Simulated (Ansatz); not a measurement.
# TaAgS3 (model cell, started as cubic perovskite with Ta in the octahedra): a soft mode frozen in, part 2 of 3

Which phase does TaAgS3 (model cell, started as cubic perovskite with Ta in the octahedra) fall into along its unstable mode, and how much energy does it gain?

Ansatz 0.2.0; DFT PBE, scalar-relativistic, plane waves, PAW; PAW set soft_1.

So far, highest frequency on the path or at a solved wavevector (cm⁻¹): step 2 (the dispersion) 502. Also lowest frequency on the path (cm⁻¹): step 2 -181.

The structure was built from a prototype and need not be the compound's stable phase.

### 4. The mode frozen in, largest atomic shift 0.6 Å

The atoms are moved along the unstable eigenvector, the largest shift by 0.6 Å, with the cell fixed.

input.yaml reads:

```yaml
crystal:
  lattice:
    - [4.8114923399, 4.8114923399, 0.0]
    - [4.8114923399, 0.0, 4.8114923399]
    - [4.8114923399, 0.0, -4.8114923399]
  atoms:
    - { symbol: Ag, position: [0.0, 0.5, 0.5] }
    - { symbol: Ag, position: [0.0, 0.0, 0.0] }
    - { symbol: Ta, position: [0.5, 0.25, 0.75] }
    - { symbol: Ta, position: [0.5, 0.75, 0.25] }
    - { symbol: S, position: [0.5, -0.0623507176, 0.9376492824] }
    - { symbol: S, position: [0.5, 0.5623507176, 0.5623507176] }
    - { symbol: S, position: [0.0, 0.0, 0.5] }
    - { symbol: S, position: [0.0, 0.5, 1.0] }
    - { symbol: S, position: [0.5, 0.4376492824, 1.0623507176] }
    - { symbol: S, position: [0.5, 0.0623507176, 0.4376492824] }
kpoints:
  mp_grid: { grid: [8, 8, 8] }
hamiltonian:
  xc: pbe
  pseudopotentials: { kind: paw, azcp: { folder: soft_1 } }
scf:
  occupations: { method: methfessel_paxton, width: 0.2 }
output:
  forces: true
  stress: true
  eigenvalues: true
```

Started as:

```bash
$ ansatz run input.yaml --threads 4 --pin off --max-ram 16384MiB --backend cpu --events-out ev --progress --plain --runs-dir out
```

Numbers of over 12 decimals in the logs are rounded to 6 here.

Log:

```text
[...]
Crystal: 10 atoms, lattice volume = 222.777 Å³
Basis set: ecut = 420 eV, 4285 PW (Γ), exchange–correlation on 96×96×96 points (8 copies of the dense FFT grid, shifted against one another)
Bands: 60, of which v1, the nominal top of the filled ones, is band 50 counted from 1 (49 counted from 0)
Symmetry: 16 space group operations
[...]
k-points: 59 of 512
[...]
k-point 0: bands = [... 46 lower, 7.4750, 7.4750, 7.4829, 7.4829, 7.9059, 8.3154, 8.3154, 9.1168, ... 6 higher]
  k-point 1: bands = [... 46 lower, 7.0684, 7.3107, 7.6537, 7.7415, 8.2305, 8.3006, 8.3109, 9.3146, ... 6 higher]
  k-point 2: bands = [... 46 lower, 7.0578, 7.1606, 7.7270, 7.8130, 8.3906, 8.4257, 8.6864, 9.5898, ... 6 higher]
  k-point 58: bands = [... 46 lower, 6.5471, 6.7252, 7.5147, 7.5147, 7.8822, 9.0092, 9.8592, 9.8592, ... 6 higher]
[key lines of the parts left out:]
SCF converged after 9 iterations
Free energy (F): -40463.872264 eV
Fermi energy:    7.955991 eV
P = ⅓ Tr σ = -4.2381 GPa (-42.381 kbar)
```

It took 13 s on 4 threads of Arm Neoverse V1, shared host; peak memory 0.96 GiB; 50 s of CPU time.

This step gave:

* pressure: -4.238 GPa
* energy from the undistorted cell: -131.5 meV/atom

The energy, extrapolated to zero smearing, is -131.53 meV/atom against the undistorted cell.

The run ends at a pressure of -4.24 GPa, with forces up to 0.50 eV/Å.

### 5. Energy along the mode, all amplitudes (two of the runs are shown above)

An imaginary frequency means negative curvature, so the energy should fall and then rise again as anharmonic terms take over.

This step gave:

```yaml
depth_at_the_lowest_point_sampled: 131.5 meV/atom
largest_atomic_shift_at_that_point: 0.6 Å
```

Energy from the parent against largest atomic shift:

| largest atomic shift (Å) | energy from the parent (meV/atom) |
| --- | --- |
| 0.000 | 0 |
| 0.040 | -1.05 |
| 0.080 | -4.18 |
| 0.140 | -12.6 |
| 0.220 | -29.6 |
| 0.320 | -56.4 |
| 0.450 | -94.0 |
| 0.600 | -132 |

Displacement at unit largest shift by atom:

| atom | x (Å) | y (Å) | z (Å) | size |
| --- | --- | --- | --- | --- |
| Ag1 | 0.00 | 0.00 | 0.00 | 0.00 |
| Ag2 | 0.00 | 0.00 | 0.00 | 0.00 |
| Ta3 | 0.00 | 0.00 | 0.00 | 0.00 |
| Ta4 | 0.00 | 0.00 | 0.00 | 0.00 |
| S5 | -1.00 | 0.00 | 0.00 | 1.00 |
| S6 | 1.00 | 0.00 | 0.00 | 1.00 |
| S7 | 0.00 | 0.00 | 0.00 | 0.00 |
| S8 | 0.00 | 0.00 | 0.00 | 0.00 |
| S9 | 0.00 | 0.00 | -1.00 | 1.00 |
| S10 | 0.00 | 0.00 | 1.00 | 1.00 |

The lowest of the steps tried is the last one, at 0.6 Å, 132 meV/atom below the parent; the bottom of the well need not coincide with a step.

### 6. Relaxation from the frozen mode

Starting from the lowest point found, all atoms and the cell are let go, so that strain and other modes of the same symmetry can join in.

input.yaml, as its differences from that of step 4:

```diff
@@ -27 +27,6 @@
   eigenvalues: true
+relax:
+  adjacent_minimum: "off"
+  f_tol: 0.002
+  max_steps: 120
+  cell: { stress_tol: 0.03 }
```

Log:

```text
[...]
Crystal: 10 atoms, lattice volume = 222.777 Å³
Basis set: ecut = 420 eV, 4285 PW (Γ), exchange–correlation on 96×96×96 points (8 copies of the dense FFT grid, shifted against one another)
Bands: 60, of which v1, the nominal top of the filled ones, is band 50 counted from 1 (49 counted from 0)
Symmetry: 16 space group operations
[...]
k-points: 59 of 512
[...]
SCF iter   1: F=—  HF=-40464.346656 eV  |F-HF|=—  |Δ(HF+E_count)|=         —  Δρ=2.71e-2  dr2=1.79e0  ethr=3.10e-3  ⟨swp⟩=6.7  Hψ=13909  notcnv=0
[...]
SCF iter   9: F=-40463.872264 eV  HF=-40463.872264 eV  |F-HF|=1.56e-8  |Δ(HF+E_count)|=   3.25e-7  S|Δr|=    0.00e0  Δρ=4.75e-6  dr2=9.25e-8  ethr=1.00e-10  ⟨swp⟩=10.8  Hψ=17350  notcnv=0
SCF 1 converged in 9 iterations: F = -40463.872264 eV  dr2 = 9.25e-8
[...]
relax step   1: F+E_penalty+E_count = -40463.87226387 eV  Δ(F+E_penalty+E_count) = +0.000e0 eV  max|allowed force component| = 5.045e-1 eV/Å  Δτ_max = 0.0000 Å  P = -4.238 GPa  Ω = 222.777 Å³  (9 SCF iters, dr2 threshold 1.00e-7 eV, accepted)
Crystal: 10 atoms, lattice volume = 205.655 Å³
Basis set: ecut = 420 eV, 3983 PW (Γ), exchange–correlation on 96×96×96 points (8 copies of the dense FFT grid, shifted against one another)
[...]
SCF iter   7: F=-40464.392573 eV  HF=-40464.392572 eV  |F-HF|=1.75e-7  |Δ(HF+E_count)|=   4.14e-6  S|Δr|=    0.00e0  Δρ=9.07e-6  dr2=1.95e-7  ethr=1.00e-9  ⟨swp⟩=8.1  Hψ=16296  notcnv=0
SCF 2 converged in 7 iterations: F = -40464.392573 eV  dr2 = 1.95e-7
relax step   2: F+E_penalty+E_count = -40464.39257254 eV  Δ(F+E_penalty+E_count) = -5.203e-1 eV  max|allowed force component| = 1.955e-1 eV/Å  Δτ_max = 0.1950 Å  P = +0.276 GPa  Ω = 205.655 Å³  energy of the carried Pulay correction = +3.347e-3 eV  (7 SCF iters, dr2 threshold 1.00e-6 eV, accepted)
Crystal: 10 atoms, lattice volume = 204.548 Å³
Basis set: ecut = 420 eV, 3951 PW (Γ), exchange–correlation on 96×96×96 points (8 copies of the dense FFT grid, shifted against one another)
[...]
SCF iter   6: F=-40464.403277 eV  HF=-40464.403277 eV  |F-HF|=5.88e-8  |Δ(HF+E_count)|=   3.03e-7  S|Δr|=    0.00e0  Δρ=8.76e-6  dr2=2.47e-7  ethr=1.00e-9  ⟨swp⟩=7.0  Hψ=15023  notcnv=0
SCF 3 converged in 6 iterations: F = -40464.403277 eV  dr2 = 2.47e-7
relax step   3: F+E_penalty+E_count = -40464.40327714 eV  Δ(F+E_penalty+E_count) = -1.070e-2 eV  max|allowed force component| = 9.371e-2 eV/Å  Δτ_max = 0.0600 Å  P = +0.066 GPa  Ω = 204.548 Å³  energy of the carried Pulay correction = +3.573e-3 eV  (6 SCF iters, dr2 threshold 1.00e-6 eV, accepted)
[...]
relax step   4: F+E_penalty+E_count = -40464.40724452 eV  Δ(F+E_penalty+E_count) = -3.967e-3 eV  max|allowed force component| = 7.320e-3 eV/Å  Δτ_max = 0.0219 Å  P = -0.015 GPa  Ω = 205.308 Å³  energy of the carried Pulay correction = +3.418e-3 eV  (5 SCF iters, dr2 threshold 5.49e-7 eV, accepted)
[...]
relax step   5: F+E_penalty+E_count = -40464.40734318 eV  Δ(F+E_penalty+E_count) = -9.866e-5 eV  max|allowed force component| = 2.683e-3 eV/Å  Δτ_max = 0.0006 Å  P = -0.000 GPa  Ω = 205.285 Å³  energy of the carried Pulay correction = +3.423e-3 eV  (4 SCF iters, dr2 threshold 5.16e-8 eV, accepted)
[...]
relax step   6: F+E_penalty+E_count = -40464.40736497 eV  Δ(F+E_penalty+E_count) = -2.179e-5 eV  max|allowed force component| = 4.645e-4 eV/Å  Δτ_max = 0.0001 Å  P = -0.007 GPa  Ω = 205.322 Å³  energy of the carried Pulay correction = +3.415e-3 eV  (5 SCF iters, dr2 threshold 1.02e-8 eV, accepted)
Basis set: ecut = 420 eV, 3967 PW (Γ), exchange–correlation on 90×90×90 points (8 copies of the dense FFT grid, shifted against one another)
[...]
SCF iter   6: F=-40464.403976 eV  HF=-40464.403976 eV  |F-HF|=0.00e0  |Δ(HF+E_count)|=  5.09e-11  S|Δr|=    0.00e0  Δρ=8.29e-8  dr2=2.26e-11  ethr=1.00e-12  ⟨swp⟩=6.0  Hψ=14324  notcnv=0
SCF 7 converged in 6 iterations: F = -40464.403976 eV  dr2 = 2.26e-11
relax step   7: F+E_penalty+E_count = -40464.40397558 eV  Δ(F+E_penalty+E_count) = +3.389e-3 eV  max|allowed force component| = 3.161e-4 eV/Å  Δτ_max = 0.0000 Å  P = -0.007 GPa  Ω = 205.322 Å³  stress off target by 9.11e-3 GPa  SCF on the basis re-selected at this cell (its energy is not comparable with the rows above)  (6 SCF iters)
basis re-selected at this cell: Δ(F+E_penalty+E_count) = +3.389e-3 eV, ΔP = +0.000 GPa vs the last step (what re-selecting the basis moved, of the pressure what is left beyond the Pulay correction that the steps carried, after the strain that the cell walked since its last selection, with what the two solves' SCF thresholds leave and, on support functions, any second-order correction that the steps lacked; it is no measure of the basis error at this ecutwfc). The dense FFT grid was sized anew with the basis: this SCF ran on 45×45×45 points, the steps before it on 48×48×48, so part of this shift can come from that change (see relax.cell in the input reference). [rest of the remark cut]
SCF converged after 6 iterations
[...]
Free energy (F): -40464.403976 eV
[...]
Internal energy: -40464.410093 eV  (E = F + TS)
E sigma→0 (E₀):  -40464.405505 eV
Entropy (-TS):   0.006118 eV (0.612 meV/atom)
Fermi energy:    9.144928 eV
[...]
--- Forces (eV/Å), atoms counted from 1 ---
  atom   1  Ag     0.00000000     0.00000000     0.00000000
  atom   2  Ag    -0.00000000    -0.00000000     0.00000000
  atom   3  Ta     0.00000000     0.00000000     0.00000000
  atom   4  Ta     0.00000000     0.00000000     0.00000000
  atom   5  S      0.00031614    -0.00000000     0.00000000
  atom   6  S     -0.00031614     0.00000000     0.00000000
  atom   7  S     -0.00000000    -0.00000000     0.00000000
  atom   8  S      0.00000000     0.00000000    -0.00000000
  atom   9  S      0.00000000     0.00000000     0.00031614
  atom  10  S     -0.00000000    -0.00000000    -0.00031614
  max |Σ_I F_I| component: 6.94e-18 eV/Å
--- Stress (GPa, compression-positive) ---
       -0.009107      -0.000000      -0.000000
       -0.000000      -0.002449       0.000000
       -0.000000       0.000000      -0.009107
  P = ⅓ Tr σ = -0.0069 GPa (-0.069 kbar)
--- Band table (eV; the first three rows and the last of 59) ---
  k-point 0: bands = [... 46 lower, 8.6227, 8.6227, 9.0474, 9.0474, 9.3224, 9.6537, 9.6537, 9.9700, ... 6 higher]
  k-point 1: bands = [... 46 lower, 8.5018, 8.7302, 8.8382, 8.8746, 9.6140, 9.6349, 9.7278, 10.2751, ... 6 higher]
  k-point 2: bands = [... 46 lower, 8.0256, 8.5304, 8.8841, 9.0125, 9.6228, 9.6894, 10.1626, 10.7519, ... 6 higher]
  k-point 58: bands = [... 46 lower, 7.5298, 7.5298, 9.0494, 9.0494, 9.2875, 9.9824, 10.9625, 10.9625, ... 6 higher]
--- Relaxed structure (6 steps of the walk, 6 accepted, 1 SCFs on fresh bases) ---
  F+E_penalty+E_count = -40464.40397558 eV   max|allowed force component| = 3.161e-4 eV/Å   (the final SCF, on the basis selected at the relaxed cell)
  cell:  # Å, volume = 205.3217 Å³
    - [4.649905, 4.748066, 0]
    - [4.649905, 0, 4.649905]
    - [4.649905, 0, -4.649905]
  atoms:
    - { symbol: Ag, position: [0, 0.500000, 0.500000] }
    - { symbol: Ag, position: [0, -5.047525164340185e-19, 0] }
    - { symbol: Ta, position: [0.5, 0.250000, 0.750000] }
    - { symbol: Ta, position: [0.5, 0.750000, 0.250000] }
    - { symbol: S, position: [0.5, -0.086650, 0.913350] }
    - { symbol: S, position: [0.5, 0.586650, 0.586650] }
    - { symbol: S, position: [0, 0.0, 0.500000] }
    - { symbol: S, position: [0, 0.500000, 1.000000] }
    - { symbol: S, position: [0.5, 0.413350, 1.086650] }
    - { symbol: S, position: [0.5, 0.086650, 0.413350] }
```

Wall time 87 s (4 threads); peak memory 1 GiB.

The steps of the relaxation:

| step | energy less that of the first step (eV) | largest force component (eV/Å) | pressure (GPa) | volume (Å³) |
| --- | --- | --- | --- | --- |
| 1 | 0.0000 | 0.5045 | -4.24 | 222.78 |
| 2 | -0.5203 | 0.1955 | 0.28 | 205.65 |
| 3 | -0.5310 | 0.0937 | 0.07 | 204.55 |
| 4 | -0.5350 | 0.0073 | -0.02 | 205.31 |
| 5 | -0.5351 | 0.0027 | 0.00 | 205.28 |
| 6 | -0.5351 | 0.0005 | -0.01 | 205.32 |
| 7* | -0.5317 | 0.0003 | -0.01 | 205.32 |

Relaxation steps marked * repeat the geometry before them on a plane-wave basis chosen anew for their cell, so energy and pressure can jump there.

The run keeps the 16 symmetry operations that it works with, so distortions that break them were not tested.

| conventional cell, symmetrised | before | after | change |
| --- | --- | --- | --- |
| a (Å) | 6.804 | 6.576 | -3.4 % |
| b (Å) | 6.804 | 6.576 | -3.4 % |
| c (Å) | 9.623 | 9.496 | -1.3 % |
| volume (Å³/atom) | 22.28 | 20.53 | -7.8 % |

The atoms that moved most (Å, as changes of fractional coordinates times the final cell):

| atom | dx | dy | dz | length |
| --- | --- | --- | --- | --- |
| S5 | -0.226 | 0.000 | 0.000 | 0.226 |
| S9 | 0.000 | 0.000 | -0.226 | 0.226 |
| S10 | 0.000 | 0.000 | 0.226 | 0.226 |
| S6 | 0.226 | 0.000 | 0.000 | 0.226 |

Numbers from this step:

| Quantity | Value |
| --- | --- |
| pressure | -0.006888 GPa |
| volume per atom | 20.53 Å³ |

The distorted start has space group I4/mcm; the relaxation ends in I4/mcm.

### 7. The new phase in its own primitive cell

The relaxed structure is symmetrised, reduced to its primitive cell and relaxed tightly, as its phonons need.

input.yaml, the sections that differ from step 6:

```yaml
crystal:
  lattice:
    - [-3.2879790049, 3.2879790049, 4.7480655501]
    - [3.2879790049, -3.2879790049, 4.7480655501]
    - [3.2879790049, 3.2879790049, -4.7480655501]
  atoms:
    - { symbol: Ag, position: [0.25, 0.75, 0.5] }
    - { symbol: Ag, position: [0.75, 0.25, 0.5] }
    - { symbol: Ta, position: [0.0, 0.0, 0.0] }
    - { symbol: Ta, position: [0.5, 0.5, 0.0] }
    - { symbol: S, position: [0.8366502588, 0.3366502588, 0.1733005176] }
    - { symbol: S, position: [0.1633497412, 0.6633497412, 0.8266994824] }
    - { symbol: S, position: [0.25, 0.25, 0.0] }
    - { symbol: S, position: [0.75, 0.75, 0.0] }
    - { symbol: S, position: [0.6633497412, 0.8366502588, 0.5] }
    - { symbol: S, position: [0.3366502588, 0.1633497412, 0.5] }
relax:
  adjacent_minimum: "off"
  f_tol: 0.001
  max_steps: 60
  cell: { stress_tol: 0.01 }
# kpoints, hamiltonian, scf, output: as in step 6
```

Log:

```text
[...]
Crystal: 10 atoms, lattice volume = 205.322 Å³
Basis set: ecut = 420 eV, 3967 PW (Γ), exchange–correlation on 90×90×90 points (8 copies of the dense FFT grid, shifted against one another)
Bands: 60, of which v1, the nominal top of the filled ones, is band 50 counted from 1 (49 counted from 0)
Symmetry: 16 space group operations
[...]
k-points: 59 of 512
[...]
- { symbol: Ta, position: [0.0, 0.0, 0.0] }
    - { symbol: Ta, position: [0.500000, 0.500000, 0.0] }
    - { symbol: S, position: [0.8366502588, 0.3366502588, 0.1733005176] }
    - { symbol: S, position: [0.1633497412, 0.663350, 0.826699] }
    - { symbol: S, position: [0.250000, 0.250000, 0.0] }
    - { symbol: S, position: [0.750000, 0.750000, 0.0] }
    - { symbol: S, position: [0.663350, 0.8366502588, 0.5] }
    - { symbol: S, position: [0.336650, 0.1633497412, 0.500000] }
[key lines of the parts left out:]
SCF converged after 6 iterations
Free energy (F): -40464.403976 eV
Fermi energy:    9.144927 eV
P = ⅓ Tr σ = -0.0069 GPa (-0.069 kbar)
```

Wall time 26 s (4 threads); peak memory 0.94 GiB.

Little changed from the start: no atom moved by 0.005 Å and no cell edge by 0.1 %.

This step gave:

| Quantity | Value |
| --- | --- |
| pressure | -0.006884 GPa |

The largest force component left is 0.22 meV/Å and the pressure is -0.007 GPa, within the tolerances set. The cell now holds 20.53 Å³/atom.

(Part 2 of 3 ends here.)

[Logs are printed without paths, hosts, clocks, repeated set-up lines and the standing remarks that a program may print on its own settings, such as how far it seeks lower states.]

[Hosts, paths, dates, database ids (printed as entryN), source tags and the programs' standing remarks are cut or masked in the printed files.]
